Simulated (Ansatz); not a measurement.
# How LiF (Griceite, Fm-3m) expands on warming, part 2 of 2

Aim: the lattice, expansion, heat capacity and bulk modulus of LiF (Griceite) as it warms.

Measurements to reproduce:
- volume expansion coefficient 99.6 1e-6/K and heat capacity C_P per formula unit 42 J/mol/K near room temperature (given in “High-Throughput Prediction of Finite-Temperature Properties using the Quasi-Harmonic Approximation”, 2016, arXiv:1603.06924)
- volume expansion coefficient 106.5 1e-6/K near room temperature (given in “Descriptors for thermal expansion in solids”, 2017, arXiv:1701.03966)

Ansatz 0.2.0; DFT PBE, scalar-relativistic, plane waves, PAW (the session's first sound run).

So far. Step 2 (Probe on a coarse mesh): The start is under 2.1 GPa at this level and looks like an insulator or semiconductor on this mesh. Step 4 (Tight relaxation): The residual pressure is 0.0030 GPa, small enough for phonons.

### Step 5. Relaxing at another setting

The functional, the potentials or the cutoff change, so the crystal is relaxed again at the new setting.

This step: DFT PBE+D3(BJ), scalar-relativistic, plane waves, PAW (Ansatz 0.2.0).

Input file input.yaml:

```yaml
crystal:
  lattice:
    - [0.0, 2.0339777672, 2.0339777672]
    - [2.0339777672, 0.0, 2.0339777672]
    - [2.0339777672, 2.0339777672, 0.0]
  atoms:
    - { symbol: Li, position: [0.0, 0.0, 0.0] }
    - { symbol: F, position: [0.5, 0.5, 0.5] }
kpoints:
  mp_grid: { grid: [12, 12, 12] }
hamiltonian:
  xc: pbe
  dispersion: d3bj
scf:
  occupations: { method: fixed }
output:
  forces: true
  stress: true
  eigenvalues: true
relax:
  adjacent_minimum: "off"
  f_tol: 0.001
  max_steps: 60
  cell: { stress_tol: 0.01 }
```

Started as:

```console
$ ansatz run input.yaml --threads 4 --pin off --max-ram 16384MiB --backend cpu --events-out ev --progress --plain --runs-dir out
```

Numbers of over 12 decimals in the logs are rounded to 6 here.

What it wrote:

```text
[...]
Crystal: 2 atoms, lattice volume = 16.829 Å³
Basis set: ecut = 420 eV, 331 PW (Γ), exchange–correlation on 40×40×40 points (8 copies of the dense FFT grid, shifted against one another)
Bands: 9, of which v1, the nominal top of the filled ones, is band 5 counted from 1 (4 counted from 0)
Symmetry: 48 space group operations
[...]
k-points: 72 of 1728
[...]
SCF iter   1: F=—  HF=-1016.516929 eV  |F-HF|=—  |Δ(HF+E_count)|=         —  Δρ=8.14e-4  dr2=5.51e-5  ethr=1.77e-3  ⟨swp⟩=3.9  Hψ=3675  notcnv=0  defer=105
[...]
SCF iter   7: F=-1016.516894 eV  HF=-1016.516894 eV  |F-HF|=2.02e-8  |Δ(HF+E_count)|=   1.11e-7  Δρ=1.43e-5  dr2=2.38e-8  ethr=1.00e-9  ⟨swp⟩=4.9  Hψ=3367  notcnv=0
SCF 1 converged in 7 iterations: F = -1016.516894 eV  dr2 = 2.38e-8
[...]
relax step   1: F+E_penalty+E_count = -1016.51689361 eV  Δ(F+E_penalty+E_count) = +0.000e0 eV  max|allowed force component| = 1.589e-29 eV/Å  Δτ_max = 0.0000 Å  P = -3.388 GPa  Ω = 16.829 Å³  (7 SCF iters, dr2 threshold 1.00e-7 eV, accepted)
Crystal: 2 atoms, lattice volume = 16.566 Å³
[...]
SCF iter   4: F=-1016.522648 eV  HF=-1016.522648 eV  |F-HF|=4.05e-8  |Δ(HF+E_count)|=   3.17e-7  Δρ=2.00e-5  dr2=2.58e-8  ethr=2.00e-9  ⟨swp⟩=4.7  Hψ=3631  notcnv=0
SCF 2 converged in 4 iterations: F = -1016.522648 eV  dr2 = 2.58e-8
relax step   2: F+E_penalty+E_count = -1016.52264794 eV  Δ(F+E_penalty+E_count) = -5.754e-3 eV  max|allowed force component| = 7.716e-30 eV/Å  Δτ_max = 0.0000 Å  P = -2.273 GPa  Ω = 16.566 Å³  energy of the carried Pulay correction = +1.098e-3 eV  (4 SCF iters, dr2 threshold 2.00e-7 eV, accepted)
Crystal: 2 atoms, lattice volume = 16.055 Å³
[...]
SCF iter   4: F=-1016.528378 eV  HF=-1016.528378 eV  |F-HF|=1.68e-7  |Δ(HF+E_count)|=   1.30e-6  Δρ=4.10e-5  dr2=1.09e-7  ethr=2.00e-9  ⟨swp⟩=5.0  Hψ=3826  notcnv=0
SCF 3 converged in 4 iterations: F = -1016.528378 eV  dr2 = 1.09e-7
relax step   3: F+E_penalty+E_count = -1016.52837806 eV  Δ(F+E_penalty+E_count) = -5.730e-3 eV  max|allowed force component| = 1.169e-29 eV/Å  Δτ_max = 0.0000 Å  P = +0.102 GPa  Ω = 16.055 Å³  energy of the carried Pulay correction = +3.285e-3 eV  (4 SCF iters, dr2 threshold 2.00e-7 eV, accepted)
[...]
relax step   4: F+E_penalty+E_count = -1016.52829708 eV  Δ(F+E_penalty+E_count) = +8.098e-5 eV  max|allowed force component| = 5.088e-29 eV/Å  Δτ_max = 0.0000 Å  P = +0.005 GPa  Ω = 16.075 Å³  energy of the carried Pulay correction = +3.197e-3 eV  (3 SCF iters, dr2 threshold 2.61e-8 eV, accepted)
[...]
relax step   5: F+E_penalty+E_count = -1016.52595504 eV  Δ(F+E_penalty+E_count) = +2.342e-3 eV  max|allowed force component| = 3.395e-29 eV/Å  Δτ_max = 0.0000 Å  P = -0.332 GPa  Ω = 16.075 Å³  stress off target by 3.32e-1 GPa  SCF on the basis re-selected at this cell (its energy is not comparable with the rows above)  (7 SCF iters)
[...]
relax step   6: F+E_penalty+E_count = -1016.52632322 eV  Δ(F+E_penalty+E_count) = -3.682e-4 eV  max|allowed force component| = 2.879e-30 eV/Å  Δτ_max = 0.0000 Å  P = +0.003 GPa  Ω = 16.006 Å³  energy of the carried Pulay correction = +2.983e-4 eV  (3 SCF iters, dr2 threshold 2.00e-7 eV, accepted)
[...]
relax step   7: F+E_penalty+E_count = -1016.52598487 eV  Δ(F+E_penalty+E_count) = +3.383e-4 eV  max|allowed force component| = 6.426e-30 eV/Å  Δτ_max = 0.0000 Å  P = -0.016 GPa  Ω = 16.006 Å³  stress off target by 1.63e-2 GPa  SCF on the basis re-selected at this cell (its energy is not comparable with the rows above)  (6 SCF iters)
[...]
relax step   8: F+E_penalty+E_count = -1016.52599977 eV  Δ(F+E_penalty+E_count) = -1.490e-5 eV  max|allowed force component| = 8.476e-30 eV/Å  Δτ_max = 0.0000 Å  P = -0.000 GPa  Ω = 16.003 Å³  energy of the carried Pulay correction = +1.473e-5 eV  (3 SCF iters, dr2 threshold 6.62e-10 eV, accepted)
[...]
SCF iter   8: F=-1016.525940 eV  HF=-1016.525940 eV  |F-HF|=1.14e-13  |Δ(HF+E_count)|=  1.14e-13  Δρ=1.99e-8  dr2=3.97e-14  ethr=1.00e-12  ⟨swp⟩=5.8  Hψ=2817  notcnv=0
SCF 9 converged in 8 iterations: F = -1016.525940 eV  dr2 = 3.97e-14
relax step   9: F+E_penalty+E_count = -1016.52594001 eV  Δ(F+E_penalty+E_count) = +5.975e-5 eV  max|allowed force component| = 1.224e-29 eV/Å  Δτ_max = 0.0000 Å  P = -0.001 GPa  Ω = 16.003 Å³  stress off target by 1.08e-3 GPa  SCF on the basis re-selected at this cell (its energy is not comparable with the rows above)  (8 SCF iters)
[...]
SCF converged after 8 iterations
Free energy (F): -1016.525940 eV
[...]
Internal energy: -1016.525940 eV  (E = F + TS)
E sigma→0 (E₀):  -1016.525940 eV
Fermi energy:    1.168169 eV
[...]
--- Stress (GPa, compression-positive) ---
       -0.001081      -0.000000      -0.000000
       -0.000000      -0.001081       0.000000
       -0.000000       0.000000      -0.001081
  P = ⅓ Tr σ = -0.0011 GPa (-0.011 kbar)
--- Band table (eV; the first three rows and the last of 72) ---
[...]
--- Relaxed structure (6 steps of the walk, 6 accepted, 3 SCFs on fresh bases) ---
[...]
cell:  # Å, volume = 16.0027 Å³
    - [0, 2.000112, 2.000112]
    - [2.000112, 0, 2.000112]
    - [2.000112, 2.000112, 0]
  atoms:
    - { symbol: Li, position: [0, 0, 0] }
    - { symbol: F, position: [0.5, 0.5, 0.5] }
```

Wall time 2.2 s (4 threads of Intel Xeon Platinum 8375C at 2.90GHz (Ice Lake), shared host); peak memory 0.34 GiB.

Relaxation path:

| step | energy less that of the first step (eV) | largest force component (eV/Å) | pressure (GPa) | volume (Å³) |
| --- | --- | --- | --- | --- |
| 1 | 0.0000 | 0.0000 | -3.39 | 16.83 |
| 2 | -0.0058 | 0.0000 | -2.27 | 16.57 |
| 3 | -0.0115 | 0.0000 | 0.10 | 16.05 |
| 4 | -0.0114 | 0.0000 | 0.00 | 16.07 |
| 5* | -0.0091 | 0.0000 | -0.33 | 16.07 |
| 6 | -0.0094 | 0.0000 | 0.00 | 16.01 |
| 7* | -0.0091 | 0.0000 | -0.02 | 16.01 |
| 8 | -0.0091 | 0.0000 | 0.00 | 16.00 |
| 9* | -0.0090 | 0.0000 | 0.00 | 16.00 |

Relaxation steps marked * repeat the geometry before them on a plane-wave basis chosen anew for their cell, so energy and pressure can jump there.

Forces are held to the 48 operations that the run works with; a distortion that breaks them can't arise in this run.

| conventional cell, symmetrised | before | after | change |
| --- | --- | --- | --- |
| a (Å) | 4.068 | 4.000 | -1.7 % |
| b (Å) | 4.068 | 4.000 | -1.7 % |
| c (Å) | 4.068 | 4.000 | -1.7 % |
| volume (Å³/atom) | 8.41 | 8.00 | -4.9 % |

The relaxed structure:

```xyz
2
Lattice="0.0000 2.0001 2.0001 2.0001 0.0000 2.0001 2.0001 2.0001 0.0000" Properties=species:S:1:pos:R:3 pbc="T T T"
Li    0.0000    0.0000    0.0000
F     2.0001    2.0001    2.0001
```

Numbers from this step:

| Item | Value |
| --- | --- |
| pressure | -0.001081 GPa |
| gap on the k-mesh | 9.276 eV |
| volume per atom | 8.001 Å³ |

The residual pressure is -0.0011 GPa, small enough for phonons.

### Step 6. Phonons on strained cells

Thermal expansion follows from how the free energy of the vibrations (and of the electrons in a metal) changes with strain, so the program makes strained cells, their phonons and a fit in one run.

input.yaml, the sections that differ from step 5:

```yaml
crystal:
  lattice:
    - [0.0, 2.0001116586, 2.0001116586]
    - [2.0001116586, 0.0, 2.0001116586]
    - [2.0001116586, 2.0001116586, 0.0]
  atoms:
    - { symbol: Li, position: [0.0, 0.0, 0.0] }
    - { symbol: F, position: [0.5, 0.5, 0.5] }
output:
  eigenvalues: true
phonons:
  method: dfpt
  qmesh: [4, 4, 4]
  temperatures: { t_max: 800.0, t_step: 50 }
  thermal_expansion: {}
# kpoints, hamiltonian, scf: as in step 5
# relax: removed
```

What it wrote:

```text
[...]
Crystal: 2 atoms, lattice volume = 16.003 Å³
Basis set: ecut = 487.2 eV, 387 PW (Γ), exchange–correlation on 48×48×48 points (8 copies of the dense FFT grid, shifted against one another)
Bands: 9, of which v1, the nominal top of the filled ones, is band 5 counted from 1 (4 counted from 0)
Symmetry: 48 space group operations
[...]
k-points: 72 of 1728
[...]
SCF iter   1: F=—  HF=-1016.530059 eV  |F-HF|=—  |Δ(HF+E_count)|=         —  Δρ=1.14e-3  dr2=2.43e-5  ethr=1.77e-3  ⟨swp⟩=3.9  Hψ=3747  notcnv=0  defer=104
[...]
SCF iter   9: F=-1016.530096 eV  HF=-1016.530096 eV  |F-HF|=9.09e-13  |Δ(HF+E_count)|=  1.89e-11  Δρ=1.11e-7  dr2=1.32e-12  ethr=1.00e-12  ⟨swp⟩=5.8  Hψ=2940  notcnv=0
SCF 1 converged in 9 iterations: F = -1016.530096 eV  dr2 = 1.32e-12
[...]
relax step   1: F+E_penalty+E_count = -1016.53009569 eV  Δ(F+E_penalty+E_count) = +0.000e0 eV  max|allowed force component| = 8.073e-29 eV/Å  Δτ_max = 0.0000 Å  (9 SCF iters, accepted)
SCF converged after 9 iterations
Free energy (F): -1016.530096 eV
[...]
Internal energy: -1016.530096 eV  (E = F + TS)
E sigma→0 (E₀):  -1016.530096 eV
Fermi energy:    1.169659 eV
[...]
--- Stress (GPa, compression-positive) ---
       -0.012247       0.000000       0.000000
       -0.000000      -0.012247       0.000000
        0.000000      -0.000000      -0.012247
  P = ⅓ Tr σ = -0.0122 GPa (-0.122 kbar)
--- Band table (eV; the first three rows and the last of 72) ---
[...]
── thermal expansion: 3 new cells, 3 in all ──
thermal expansion: variable-cell relaxation of cell 1
thermal expansion: relaxation of cell 1
thermal expansion: relaxation of cell 2
thermal expansion: relaxation of cell 3
── thermal expansion: 2 new cells, 5 in all ──
thermal expansion: relaxation of cell 4
thermal expansion: lower-state search of cell 4
thermal expansion: phonons of cell 4
thermal expansion: relaxation of cell 5
thermal expansion: phonons of cell 5
── thermal expansion: 8 new cells, 13 in all ──
thermal expansion: relaxation of cell 6
thermal expansion: relaxation of cell 7
thermal expansion: relaxation of cell 8
thermal expansion: relaxation of cell 9
thermal expansion: relaxation of cell 10
thermal expansion: relaxation of cell 11
thermal expansion: relaxation of cell 12
thermal expansion: relaxation of cell 13
thermal expansion: phonons of cell 6
thermal expansion: phonons of cell 7
thermal expansion: phonons of cell 8
thermal expansion: phonons of cell 9
thermal expansion: phonons of cell 10
── thermal expansion: 1 new cells, 14 in all ──
thermal expansion: relaxation of cell 14
thermal expansion: phonons of cell 14
--- Relaxed structure (1 steps of the walk, 1 accepted, 0 SCFs on fresh bases) ---
  F+E_penalty+E_count = -1016.53009569 eV   max|allowed force component| = 8.073e-29 eV/Å
  atoms:
    - { symbol: Li, position: [0.0, 0.0, 0.0] }
    - { symbol: F, position: [0.500000, 0.500000, 0.500000] }
--- Thermal expansion: 14 cells in 4 rounds, 0 GPa ---
  no lower state was reached at cell 4
  without vibrations: a 2.82840, b 2.82840, c 2.82840 Å, V 15.9996 Å³, B 74.51 GPa
  at 0 K: a 2.85312, b 2.85312, c 2.85312 Å, V 16.4227 Å³, B 69.40 GPa
  zero-point expansion: a +0.874, b +0.874, c +0.874, V +2.645 %
      T/K        a/Å        b/Å        c/Å       V/Å³ | expansion of a, b, c, V (1e-6/K)   | that of V in the mean from 25 °C | C_P, C_V (J/mol K of the cell) | B_T, B_S (GPa)
     0.00    2.85312    2.85312    2.85312    16.4227 |    0.00    0.00    0.00    0.00 |   61.15 |     0.000     0.000 |    69.40    69.40
   100.00    2.85413    2.85413    2.85413    16.4402 |   12.41   12.41   12.41   37.23 |   86.75 |    14.149    14.055 |    68.57    69.03
   200.00    2.86058    2.86058    2.86058    16.5518 |   30.67   30.67   30.67   92.00 |  107.13 |    34.403    33.305 |    65.09    67.23
   298.15    2.87067    2.87067    2.87067    16.7277 |   40.42   40.42   40.42  121.27 |       - |    43.913    41.230 |    60.73    64.68
   350.00    2.87701    2.87701    2.87701    16.8386 |   44.54   44.54   44.54  133.61 |  127.92 |    47.123    43.440 |    58.14    63.07
   450.00    2.89101    2.89101    2.89101    17.0857 |   52.81   52.81   52.81  158.44 |  140.93 |    52.046    45.961 |    52.36    59.29
   550.00    2.90789    2.90789    2.90789    17.3868 |   64.72   64.72   64.72  194.17 |  156.46 |    57.073    47.326 |    44.89    54.13
   650.00    2.92991    2.92991    2.92991    17.7848 |   90.46   90.46   90.46  271.38 |  179.61 |    65.577    48.149 |    33.99    46.30
   750.00    2.97331    2.97331    2.97331    18.5868 |  370.15  370.15  370.15 1110.46 |  245.96 |   147.337    48.736 |     9.52    28.80
   800.00  the crystal comes to no rest above 750 K within reach of its cells: the search for the crystal at rest had not settled after 100 steps
  the static fit leaves 0.002 meV an atom of the energies and, of the stresses, 0.000 GPa of each cell's largest along a strain (root mean squares over the cells), whose Pulay part it has at -0.009 GPa
  vibrations' free energy: its fit leaves 0.0163 meV an atom at the most
  the electrons' free energy at temperature is not in it: every band gap is over 0.83 eV
  free energies summed between the sampled wave vectors
  estimated error of the fitted expansion in any direction: up to 67.278e-6/K, at 750 K (an estimate, not a bound: it was exceeded on models of known expansion)
  the energies and the vibrations are of d3bj (s6 = 1.0, s8 = 0.7875, a1 = 0.4289, a2_bohr = 4.4407) at the weights and the pressure of the crystal at rest
  by sums over the sampled wave vectors an expansion of the volume parts by up to 110.68e-6/K
  by a static energy of one degree less an expansion of the volume parts by up to 3.67e-6/K
  band gaps on the cells' k-points are 7.787 to 9.551 eV
```

The job ended after 7 min (4 threads; peak memory 1.1 GiB).

Numbers from this step:

```
pressure                                         : -0.01225 GPa
gap on the k-mesh                                : 9.273 eV
volume expansion coefficient at 298 K            : 121.3 1e-6/K
C_P at 298 K                                     : 21.96 J/mol-atom/K
entropy at 298 K                                 : 19.00 J/mol-atom/K
isothermal bulk modulus at 298 K                 : 60.73 GPa
Grüneisen parameter at 298 K                     : 1.799
volume at 298 K                                  : 8.364 Å³/atom
principal linear expansion coefficients at 298 K : 40.42, 40.42, 40.42 1e-6/K
```

Strained cells of the study; zero-point energy where phonons were solved; the pressures are stresses at a fixed cutoff and can carry an offset from the finite basis. Expansion cells, by row:

| cell | \|a\| (Å) | \|b\| (Å) | \|c\| (Å) | V (Å³/atom) | E - E_lowest (meV/atom) | pressure, compression positive (GPa) | gap (eV) | zero-point energy (meV/atom) |
| --- | --- | --- | --- | --- | --- | --- | --- | --- |
| 1 | 2.829 | 2.829 | 2.829 | 8.001 | 0 | -0.024 | 9.273 | - |
| 2 | 2.851 | 2.851 | 2.851 | 8.195 | 1.061 | -1.717 | 9.058 | - |
| 3 | 2.806 | 2.806 | 2.806 | 7.812 | 1.065 | 1.847 | 9.494 | - |
| 4 | 2.829 | 2.829 | 2.829 | 8.002 | 0 | -0.026 | 9.273 | 61.36 |
| 5 | 2.843 | 2.843 | 2.843 | 8.122 | 0.423 | -1.105 | 9.138 | 59.94 |
| 6 | 2.857 | 2.857 | 2.857 | 8.242 | 1.615 | -2.096 | 9.008 | 58.55 |
| 7 | 2.885 | 2.885 | 2.885 | 8.489 | 6.283 | -3.919 | 8.753 | 55.78 |
| 8 | 2.914 | 2.914 | 2.914 | 8.744 | 13.81 | -5.516 | 8.508 | 53.04 |
| 9 | 2.942 | 2.942 | 2.942 | 9.007 | 24.01 | -6.91 | 8.271 | 50.3 |
| 10 | 2.972 | 2.972 | 2.972 | 9.277 | 36.71 | -8.119 | 8.043 | 47.54 |
| 11 | 2.801 | 2.801 | 2.801 | 7.766 | 1.679 | 2.345 | 9.551 | - |
| 12 | 2.815 | 2.815 | 2.815 | 7.883 | 0.409 | 1.124 | 9.411 | - |
| 13 | 2.995 | 2.995 | 2.995 | 9.501 | 48.68 | -8.972 | 7.865 | - |
| 14 | 3.006 | 3.006 | 3.006 | 9.604 | 54.53 | -9.321 | 7.787 | 44.24 |

Quasi-harmonic; a, b, c are the run's own cell vectors. Expansion, by row:

| T (K) | a (Å) | b (Å) | c (Å) | alpha (deg) | beta (deg) | gamma (deg) | cell volume (Å³/cell) | alpha_a (1e-6/K) | alpha_b (1e-6/K) | alpha_c (1e-6/K) | alpha_V (1e-6/K) | C_P (J/mol-atom/K) | C_V (J/mol-atom/K) | S (J/mol-atom/K) | B_T (GPa) | B_S (GPa) | Grueneisen | extrapolation | fit error (1e-6/K) |
| --- | --- | --- | --- | --- | --- | --- | --- | --- | --- | --- | --- | --- | --- | --- | --- | --- | --- | --- | --- |
| 0 | 2.853 | 2.853 | 2.853 | 60 | 60 | 60 | 16.42 | 0 | 0 | 0 | 0 | 0 | 0 | 0 | 69.4 | 69.4 | - | 0 | 0 |
| 50 | 2.853 | 2.853 | 2.853 | 60 | 60 | 60 | 16.42 | 1.86 | 1.86 | 1.86 | 5.58 | 1.085 | 1.084 | 0.309 | 69.33 | 69.37 | 1.764 | 0 | 0.14 |
| 100 | 2.854 | 2.854 | 2.854 | 60 | 60 | 60 | 16.44 | 12.41 | 12.41 | 12.41 | 37.23 | 7.075 | 7.027 | 2.722 | 68.57 | 69.03 | 1.798 | 0 | 0.21 |
| 150 | 2.857 | 2.857 | 2.857 | 60 | 60 | 60 | 16.48 | 23.1 | 23.1 | 23.1 | 69.29 | 13.05 | 12.81 | 6.782 | 67.02 | 68.27 | 1.799 | 0 | 0.25 |
| 200 | 2.861 | 2.861 | 2.861 | 60 | 60 | 60 | 16.55 | 30.67 | 30.67 | 30.67 | 92 | 17.2 | 16.65 | 11.14 | 65.09 | 67.23 | 1.792 | 0 | 0.23 |
| 250 | 2.865 | 2.865 | 2.865 | 60 | 60 | 60 | 16.64 | 36.16 | 36.16 | 36.16 | 108.5 | 20.01 | 19.09 | 15.3 | 62.95 | 66.01 | 1.792 | 0 | 0.19 |
| 298.1 | 2.871 | 2.871 | 2.871 | 60 | 60 | 60 | 16.73 | 40.42 | 40.42 | 40.42 | 121.3 | 21.96 | 20.61 | 19 | 60.73 | 64.68 | 1.799 | 0 | 0.31 |
| 300 | 2.871 | 2.871 | 2.871 | 60 | 60 | 60 | 16.73 | 40.58 | 40.58 | 40.58 | 121.7 | 22.02 | 20.66 | 19.14 | 60.64 | 64.62 | 1.8 | 0 | 0.32 |
| 350 | 2.877 | 2.877 | 2.877 | 60 | 60 | 60 | 16.84 | 44.54 | 44.54 | 44.54 | 133.6 | 23.56 | 21.72 | 22.66 | 58.14 | 63.07 | 1.813 | 0 | 0.53 |
| 400 | 2.884 | 2.884 | 2.884 | 60 | 60 | 60 | 16.96 | 48.48 | 48.48 | 48.48 | 145.4 | 24.85 | 22.45 | 25.89 | 55.4 | 61.31 | 1.832 | 0 | 0.74 |
| 450 | 2.891 | 2.891 | 2.891 | 60 | 60 | 60 | 17.09 | 52.81 | 52.81 | 52.81 | 158.4 | 26.02 | 22.98 | 28.88 | 52.36 | 59.29 | 1.857 | 0 | 0.93 |
| 500 | 2.899 | 2.899 | 2.899 | 60 | 60 | 60 | 17.23 | 57.99 | 57.99 | 57.99 | 174 | 27.21 | 23.37 | 31.68 | 48.91 | 56.94 | 1.889 | 0 | 0.97 |
| 550 | 2.908 | 2.908 | 2.908 | 60 | 60 | 60 | 17.39 | 64.72 | 64.72 | 64.72 | 194.2 | 28.54 | 23.66 | 34.34 | 44.89 | 54.13 | 1.928 | 0 | 0.72 |
| 600 | 2.918 | 2.918 | 2.918 | 60 | 60 | 60 | 17.57 | 74.41 | 74.41 | 74.41 | 223.2 | 30.23 | 23.89 | 36.89 | 40.06 | 50.69 | 1.98 | 0 | 0.58 |
| 650 | 2.93 | 2.93 | 2.93 | 60 | 60 | 60 | 17.78 | 90.46 | 90.46 | 90.46 | 271.4 | 32.79 | 24.07 | 39.4 | 33.99 | 46.3 | 2.052 | 0 | 2.39 |
| 700 | 2.945 | 2.945 | 2.945 | 60 | 60 | 60 | 18.07 | 125.3 | 125.3 | 125.3 | 376 | 38.02 | 24.23 | 41.99 | 25.62 | 40.21 | 2.164 | 0 | 7.51 |
| 750 | 2.973 | 2.973 | 2.973 | 60 | 60 | 60 | 18.59 | 370.1 | 370.1 | 370.1 | 1110 | 73.67 | 24.37 | 45.25 | 9.52 | 28.8 | 2.429 | 0 | 67.28 |

Table of expansion coefficient by temperature; values in 1e-6/K:

| temperature (K) | volume | principal 1 |
| --- | --- | --- |
| 0 | 0 | 0 |
| 50 | 5.58 | 1.86 |
| 100 | 37.2 | 12.4 |
| 150 | 69.3 | 23.1 |
| 200 | 92 | 30.7 |
| 250 | 108 | 36.2 |
| 298 | 121 | 40.4 |
| 300 | 122 | 40.6 |
| 350 | 134 | 44.5 |
| 400 | 145 | 48.5 |
| 450 | 158 | 52.8 |
| 500 | 174 | 58.0 |
| 550 | 194 | 64.7 |
| 600 | 223 | 74.4 |
| 650 | 271 | 90.5 |
| 700 | 376 | 125 |
| 750 | 1110 | 370 |

At 298 K the volume expansion is 121 × 10⁻⁶/K and B_T is 60.7 GPa. The program raised the cutoff to 487.2 eV by itself: with no cutoff typed, the study takes about 1.16 times the default for its relaxations and scales it with the volume for the phonons.

### Step 7. Outcome

```
settings of these figures                        : PBE+D3(BJ), 487.2 eV, k 12×12×12, q 4×4×4
volume expansion coefficient at 298 K            : 121.3 1e-6/K
C_P at 298 K                                     : 21.96 J/mol-atom/K
entropy at 298 K                                 : 19.00 J/mol-atom/K
isothermal bulk modulus at 298 K                 : 60.73 GPa
Grüneisen parameter at 298 K                     : 1.799
volume at 298 K                                  : 8.364 Å³/atom
principal linear expansion coefficients at 298 K : 40.42, 40.42, 40.42 1e-6/K
```

In words: Near room temperature LiF (Griceite) expands by 121 × 10⁻⁶/K in volume by PBE+D3(BJ), with C_P = 22.0 J/(mol K) per mole of atoms and B_T = 60.7 GPa. At some temperatures (first at 750 K) the program's own estimate of the fit error is large against the linear coefficients, so those rows are unreliable. Between 298.15 and 750 K the bulk modulus falls by 84 % and the Grüneisen parameter grows; in this range the quasi-harmonic approximation, which lacks anharmonicity at fixed volume, tends to overshoot. C_P at room temperature is 88 % of the classical 3R an atom; C_V is 83 %, and the rest is expansion work. Above 750 K the study finds no volume of rest, and gives nothing there: the quasi-harmonic free energy has lost its minimum, and the figures just below are already near that breakdown. A measured volume expansion coefficient near room temperature is 99.6 1e-6/K (arXiv:1603.06924); the calculated 121 1e-6/K differs by +22 %. A measured heat capacity per formula unit near room temperature is 42 J/mol/K (arXiv:1603.06924); the calculated 43.9 J/mol/K differs by +5 %. The dispersion term is taken with its C6 weights frozen at the crystal at rest, in the force constants and, in the expansion study, in the energies too.

[Logs are printed without paths, hosts, clocks, repeated set-up lines and the standing remarks that a program may print on its own settings, such as how far it seeks lower states.]

[Hosts, paths, dates, database ids (printed as entryN), source tags and the programs' standing remarks are cut or masked in the printed files.]

[A step with changed settings may run another functional than the one named; its input shows which.]
